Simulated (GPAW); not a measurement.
# WGe2P4 monolayer in an electric field, part 2 of 2

How does WGe2P4 monolayer screen a perpendicular field?

GPAW 26.7.0; GPAW, PAW setups; layer in a repeated cell with vacuum, relaxation of atoms and in-plane cell (the session's first sound run).

So far, dipole along the normal (e·Å): step 2 (relaxation) 0.00214; step 3 (plane waves, PBE) 9.4e-4; step 4 (field on) -0.139.

### 5. In a field

Level of this step: GPAW, PAW setups; slab in vacuum (GPAW).

run.py

```python
import json
import numpy as np
from ase import Atoms
from gpaw import GPAW, PW
from gpaw.external import ConstantElectricField

slab = Atoms(
    ['P', 'Ge', 'P', 'W', 'P', 'Ge', 'P'],
    positions=[
        [-0.00000, -0.00000, 9.00000],
        [-0.00000, 2.04455, 10.10614],
        [-0.00000, 2.04455, 12.46046],
        [-0.00000, 0.00000, 13.85283],
        [-0.00000, 2.04455, 15.24520],
        [-0.00000, 2.04455, 17.59952],
        [-0.00000, 0.00000, 18.70566]],
    cell=[[3.54127, 0.0, 0.0], [-1.77064, 3.06683, 0.0], [0.0, 0.0, 27.7057]],
    pbc=[True, True, False])

slab.calc = GPAW(mode=PW(400), xc='PBE', kpts={'size': (9, 9, 1), 'gamma': True},
                 occupations={'name': 'fermi-dirac', 'width': 0.05}, nbands='200%',
                 convergence={'density': 1e-05}, maxiter=200,
                 poissonsolver={'dipolelayer': 'xy'},
                 external=ConstantElectricField(-0.1, [0, 0, 1]),
                 symmetry={'tolerance': 1e-3}, txt='slab.txt')
result = {}
energy = slab.get_potential_energy()
fermi = slab.calc.get_fermi_level()
v = slab.calc.get_electrostatic_potential().mean((0, 1)) - fermi
n = slab.calc.get_pseudo_density().mean((0, 1))
L = slab.cell[2, 2]
z = np.arange(len(v)) * L / len(v)
low, high = slab.positions[:, 2].min(), slab.positions[:, 2].max()
below, above = np.interp([low - 6.8, high + 6.8], z, v)
slopes = [np.interp(x, z, np.gradient(v, z)) for x in (low - 6.8, high + 6.8)]
eps = np.array([[slab.calc.get_eigenvalues(k, s) for k in range(len(slab.calc.get_ibz_k_points()))]
                for s in range(slab.calc.get_number_of_spins())]) - fermi
top, bottom = eps[eps < 0].max(), eps[eps > 0].min()
dipole = slab.get_dipole_moment()[2]
print(f'energy {energy:.4f} eV, Fermi level {fermi:.4f} eV, dipole {dipole:.5f} e A')
print(f'potential 6.8 A off the faces, from the Fermi level: lower {below:.4f} eV, upper {above:.4f} eV')
print(f'slope of the potential there: lower {slopes[0]:.5f}, upper {slopes[1]:.5f} eV/A')
print(f'nearest levels on the mesh: {top:.4f} and {bottom:.4f} eV')
print('magnetic moment', round(slab.get_magnetic_moment(), 3))
result.update(energy=energy, fermi=fermi, dipole=dipole, below=below, above=above, slopes=slopes, edges=[top, bottom],
              z=z.tolist(), v=v.tolist(), n=n.tolist(), positions=slab.positions.tolist(),
              forces=slab.get_forces(apply_constraint=False).tolist(), moments=slab.get_magnetic_moments().tolist())
json.dump(result, open('result.json', 'w'))
```

The run is started by

```console
> OMP_NUM_THREADS=1 OPENBLAS_NUM_THREADS=1 python run.py
```

Log:

```text
energy -42.8985 eV, Fermi level 0.4298 eV, dipole -0.06952 e A
potential 6.8 A off the faces, from the Fermi level: lower 4.4593 eV, upper 5.6175 eV
slope of the potential there: lower -0.00009, upper 0.00010 eV/A
nearest levels on the mesh: -0.3424 and 0.2947 eV
magnetic moment 0.0
```

Run time: 4.1 min. Hardware: 1 thread of Arm Neoverse V2, shared host; peak memory 0.46 GiB.

This step gave:

| Quantity | Value |
| --- | --- |
| dipole along the normal | -0.06952 e·Å |
| levels nearest the Fermi level on the mesh | -0.3424, 0.2947 eV from the Fermi level |
| potential below the slab, the applied field's own ramp left out | 4.459 eV from the Fermi level |
| potential above the slab, the applied field's own ramp left out | 5.618 eV from the Fermi level |

The electrostatic potential energy of an electron (without an applied field's), less the Fermi level, planar mean oscillates, so the rows of the table below give means over windows of 1.73 Å about each position, cut where the curve ends. Its maxima inside the range that stand out by 2 % of the span (Å: eV): 9.5: -10.6, 11.4: 1.43, 13.1: -7.67, 14.7: -7.51, 16.3: 1.90, 18.2: -9.78. Its minima: 9.1: -14.4, 10.1: -15.4, 12.4: -12.8, 13.9: -19.1, 15.3: -12.5, 17.6: -14.7, 18.6: -13.5.

Table of electrostatic potential energy of an electron (without an applied field's), less the Fermi level, planar mean by z; means over each step:

z (Å), electrostatic potential energy of an electron (without an applied field's), less the Fermi level, planar mean (eV) and a bar from the least value:
```
     0.86        4.5 ############################
     2.59        4.5 ############################
     4.32        4.5 ############################
     6.05        4.4 ############################
     7.78        1.6 ########################
     9.51      -12.7 
    11.24       -2.1 #################
    12.97      -11.6 ##
    14.70      -11.6 ##
    16.43       -1.6 ##################
    18.16      -11.9 #
    19.89        2.5 #########################
    21.62        5.6 ##############################
    23.35        5.6 ##############################
    25.08        5.6 ##############################
    26.81        5.6 ##############################
```

The dipole is now -0.0695 e Å, against 9.4e-4 in the run without a field.

### 6. In a field

Edit run.py of step 5 so:

```diff
@@ -23,3 +23,3 @@
                  poissonsolver={'dipolelayer': 'xy'},
-                 external=ConstantElectricField(-0.1, [0, 0, 1]),
+                 external=ConstantElectricField(-0.05, [0, 0, 1]),
                  symmetry={'tolerance': 1e-3}, txt='slab.txt')
```

Log:

```text
energy -42.8959 eV, Fermi level 0.4300 eV, dipole -0.03476 e A
potential 6.8 A off the faces, from the Fermi level: lower 4.7484 eV, upper 5.3275 eV
slope of the potential there: lower -0.00010, upper 0.00009 eV/A
nearest levels on the mesh: -0.3426 and 0.2948 eV
magnetic moment 0.0
```

Run time: 3.9 min. Hardware: 1 thread; peak memory 0.46 GiB.

### 7. In a field

Edit run.py of step 6 so:

```diff
@@ -23,3 +23,3 @@
                  poissonsolver={'dipolelayer': 'xy'},
-                 external=ConstantElectricField(-0.05, [0, 0, 1]),
+                 external=ConstantElectricField(0.05, [0, 0, 1]),
                  symmetry={'tolerance': 1e-3}, txt='slab.txt')
```

Log:

```text
energy -42.8959 eV, Fermi level 0.4301 eV, dipole 0.03476 e A
potential 6.8 A off the faces, from the Fermi level: lower 5.3274 eV, upper 4.7483 eV
slope of the potential there: lower -0.00009, upper 0.00010 eV/A
nearest levels on the mesh: -0.3426 and 0.2948 eV
magnetic moment 0.0
```

It took 3.9 min on 1 thread; peak memory 0.45 GiB.

The electrostatic potential energy of an electron (without an applied field's), less the Fermi level, planar mean oscillates, so the rows of the table below give means over windows of 1.73 Å about each position, cut where the curve ends. Its maxima inside the range that stand out by 2 % of the span (Å: eV): 9.5: -9.98, 11.4: 1.78, 13.0: -7.55, 14.6: -7.63, 16.3: 1.54, 18.2: -10.4. Its minima: 9.1: -13.7, 10.1: -14.9, 12.4: -12.5, 13.9: -19.1, 15.3: -12.7, 17.6: -15.2, 18.6: -14.1.

Electrostatic potential energy of an electron (without an applied field's), less the Fermi level, planar mean against z; means over each step:

z (Å), electrostatic potential energy of an electron (without an applied field's), less the Fermi level, planar mean (eV) and a bar from the least value:
```
     0.86        5.3 ##############################
     2.59        5.3 ##############################
     4.32        5.3 ##############################
     6.05        5.3 ##############################
     7.78        2.5 #########################
     9.51      -12.1 #
    11.24       -1.7 ##################
    12.97      -11.4 ##
    14.70      -11.7 #
    16.43       -1.9 ##################
    18.16      -12.5 
    19.89        1.7 ########################
    21.62        4.7 #############################
    23.35        4.7 #############################
    25.08        4.7 #############################
    26.81        4.8 #############################
```

### 8. In a field

Edit run.py of step 7 so:

```diff
@@ -23,3 +23,3 @@
                  poissonsolver={'dipolelayer': 'xy'},
-                 external=ConstantElectricField(0.05, [0, 0, 1]),
+                 external=ConstantElectricField(0.1, [0, 0, 1]),
                  symmetry={'tolerance': 1e-3}, txt='slab.txt')
```

Log:

```text
energy -42.8985 eV, Fermi level 0.4299 eV, dipole 0.06949 e A
potential 6.8 A off the faces, from the Fermi level: lower 5.6173 eV, upper 4.4595 eV
slope of the potential there: lower -0.00010, upper 0.00009 eV/A
nearest levels on the mesh: -0.3424 and 0.2947 eV
magnetic moment 0.0
```

Run time: 4.1 min. Hardware: 1 thread; peak memory 0.46 GiB.

The electrostatic potential energy of an electron (without an applied field's), less the Fermi level, planar mean oscillates, so the rows of the table below give means over windows of 1.73 Å about each position, cut where the curve ends. Its maxima inside the range that stand out by 2 % of the span (Å: eV): 0.8: 5.62, 9.5: -9.78, 11.4: 1.90, 13.0: -7.51, 14.6: -7.67, 16.3: 1.43, 18.2: -10.6. Its minima: 9.1: -13.5, 10.1: -14.7, 12.4: -12.5, 13.9: -19.1, 15.3: -12.8, 17.6: -15.4, 18.6: -14.4.

Electrostatic potential energy of an electron (without an applied field's), less the Fermi level, planar mean against z; means over each step:

```
z (Å)  electrostatic potential energy of an electron (without an applied field's), less the Fermi level, planar mean (eV)
 0.86                                                                                                                5.55
 2.59                                                                                                                5.62
 4.32                                                                                                                5.62
 6.05                                                                                                                5.59
 7.78                                                                                                                2.74
 9.51                                                                                                               -11.9
11.24                                                                                                               -1.60
12.97                                                                                                               -11.4
14.70                                                                                                               -11.7
16.43                                                                                                               -2.05
18.16                                                                                                               -12.7
19.89                                                                                                                1.45
21.62                                                                                                                4.44
23.35                                                                                                                4.46
25.08                                                                                                                4.46
26.81                                                                                                                4.49
```

The dipole is now 0.0695 e Å, against 9.4e-4 in the run without a field.

### 9. In a field

Edit run.py of step 8 so:

```diff
@@ -23,3 +23,3 @@
                  poissonsolver={'dipolelayer': 'xy'},
-                 external=ConstantElectricField(0.1, [0, 0, 1]),
+                 external=ConstantElectricField(0.2, [0, 0, 1]),
                  symmetry={'tolerance': 1e-3}, txt='slab.txt')
```

Log:

```text
energy -42.9090 eV, Fermi level 0.4291 eV, dipole 0.13903 e A
potential 6.8 A off the faces, from the Fermi level: lower 6.1985 eV, upper 3.8820 eV
slope of the potential there: lower -0.00010, upper 0.00010 eV/A
nearest levels on the mesh: -0.3417 and 0.2943 eV
magnetic moment 0.0
```

The job ended after 4.3 min (1 thread; peak memory 0.46 GiB).

The dipole is now 0.139 e Å, against 9.4e-4 in the run without a field.

### 10. In a field

Edit run.py of step 9 so:

```diff
@@ -23,3 +23,3 @@
                  poissonsolver={'dipolelayer': 'xy'},
-                 external=ConstantElectricField(0.2, [0, 0, 1]),
+                 external=ConstantElectricField(0.3, [0, 0, 1]),
                  symmetry={'tolerance': 1e-3}, txt='slab.txt')
```

Log:

```text
energy -42.9263 eV, Fermi level 0.4277 eV, dipole 0.20854 e A
potential 6.8 A off the faces, from the Fermi level: lower 6.7807 eV, upper 3.3062 eV
slope of the potential there: lower -0.00010, upper 0.00010 eV/A
nearest levels on the mesh: -0.3404 and 0.2935 eV
magnetic moment 0.0
```

The job ended after 4.9 min (1 thread; peak memory 0.46 GiB).

The electrostatic potential energy of an electron (without an applied field's), less the Fermi level, planar mean oscillates, so the rows of the table below give means over windows of 1.79 Å about each position, cut where the curve ends. Its maxima inside the range that stand out by 2 % of the span (Å: eV): 0.6: 6.78, 9.5: -8.96, 11.4: 2.36, 13.0: -7.34, 14.6: -7.82, 16.3: 0.954, 18.2: -11.4. Its minima: 9.1: -12.6, 10.1: -14.0, 12.4: -12.2, 13.9: -19.1, 15.3: -13.0, 17.6: -16.1, 18.6: -15.3.

Table of electrostatic potential energy of an electron (without an applied field's), less the Fermi level, planar mean by z; means over each step:

```
z (Å)  electrostatic potential energy of an electron (without an applied field's), less the Fermi level, planar mean (eV)
 0.90                                                                                                                6.60
 2.69                                                                                                                6.78
 4.47                                                                                                                6.78
 6.27                                                                                                                6.73
 8.05                                                                                                                1.24
 9.84                                                                                                               -10.3
11.63                                                                                                               -2.34
13.43                                                                                                               -12.8
15.21                                                                                                               -8.11
17.00                                                                                                               -6.37
18.79                                                                                                               -9.40
20.59                                                                                                                2.86
22.38                                                                                                                3.30
24.16                                                                                                                3.31
25.96                                                                                                                3.31
```

The dipole is now 0.209 e Å, against 9.4e-4 in the run without a field.

### 11. The series

The members are put on one axis.

This step: induced dipole against applied field (GPAW 26.7.0).

Dipole along the normal against field:

```
field (V/Å)  dipole along the normal (e·Å)
     -0.200                         -0.139
     -0.100                        -0.0695
     -0.050                        -0.0348
      0.000                         9.4e-4
      0.050                         0.0348
      0.100                         0.0695
      0.200                          0.139
      0.300                          0.209
```

### 12. A changed run

One more run, with changed settings.

This step: GPAW, PAW setups; slab in vacuum (GPAW 26.7.0).

Edit run.py of step 10 so:

```diff
@@ -3,4 +3,3 @@
 from ase import Atoms
-from gpaw import GPAW, PW
-from gpaw.external import ConstantElectricField
+from gpaw import GPAW
 
@@ -19,7 +18,6 @@
 
-slab.calc = GPAW(mode=PW(400), xc='PBE', kpts={'size': (9, 9, 1), 'gamma': True},
+slab.calc = GPAW(mode='fd', h=0.4, xc='PBE', kpts={'size': (9, 9, 1), 'gamma': True},
                  occupations={'name': 'fermi-dirac', 'width': 0.05}, nbands='200%',
-                 convergence={'density': 1e-05}, maxiter=200,
+                 convergence={'density': 1e-05}, maxiter=50,
                  poissonsolver={'dipolelayer': 'xy'},
-                 external=ConstantElectricField(0.3, [0, 0, 1]),
                  symmetry={'tolerance': 1e-3}, txt='slab.txt')
```

Log:

```text
energy -40.7703 eV, Fermi level -5.2182 eV, dipole -0.00085 e A
potential 6.8 A off the faces, from the Fermi level: lower 5.2112 eV, upper 5.2252 eV
slope of the potential there: lower -0.00000, upper 0.00000 eV/A
nearest levels on the mesh: -0.3854 and 0.3415 eV
magnetic moment 0.0
```

It took 23 s on 1 thread; peak memory 0.18 GiB.

The run finished. A setting was moved off its sound value on purpose, so it serves as a test and not as the result.

The fault put into the input: a grid far too coarse (mode = "fd" and h = 0.4).

The two runs compared:

```
                    quantity  this run  sound run  difference
    upper work function (eV)    5.2252     5.0448       0.180
    lower work function (eV)    5.2112     5.0308       0.180
upper ionisation energy (eV)    5.6106     5.3875       0.223
```

The two runs differ clearly in the upper ionisation energy: 5.61 eV against 5.39 eV.

### 13. Results

```yaml
work_function_upper_and_lower_face_fermi_level_placed_in_the_gap_by_the_smearing: 5.045 and 5.031 eV
ionisation_energy_from_the_upper_face_highest_filled_level_on_the_mesh: 5.39 eV
electron_affinity_from_the_upper_face_lowest_empty_kohn_sham_level_on_the_mesh: 4.75 eV
dipole_along_the_normal: 9.4e-4 e Å, near the numerical noise
induced_dipole_per_field: 0.695 e Å per V/Å
out_of_plane_polarisability_per_area_alpha_eps_0_a: 11.6 Å
```

In words: The field induces 0.695 e Å per V/Å, a polarisable thickness α/(ε0 A) of 11.6 Å beside 9.71 Å between the outermost nuclei. A perfect conductor would give the distance between its two image planes; a dielectric of thickness t gives t(1 - 1/ε). The levels nearest the Fermi level on the mesh lie 0.638 eV apart, so the slab is gapped there: the smearing puts the Fermi level inside the gap, and from either face the ionisation energy is the work function plus 0.34 eV. Both are Kohn-Sham levels on the mesh, and semilocal gaps are too small, so the affinity tends to come out too large and the ionisation energy too small. The induced dipole is linear in the field over this range. With elements this heavy, spin-orbit coupling can move band edges by tenths of an eV. The small printed dipole stands for a step of -16 meV from the lower to the upper face, and the probes find 14 meV; values this small are near the numerical noise of both. The layer's cell and atoms come from the relaxation; spin-orbit coupling and temperature are left out.

[Logs are printed without paths, hosts, clocks, repeated set-up lines and the standing remarks that a program may print on its own settings, such as how far it seeks lower states.]

[Hosts, paths, dates, database ids (printed as entryN), source tags and the programs' standing remarks are cut or masked in the printed files.]
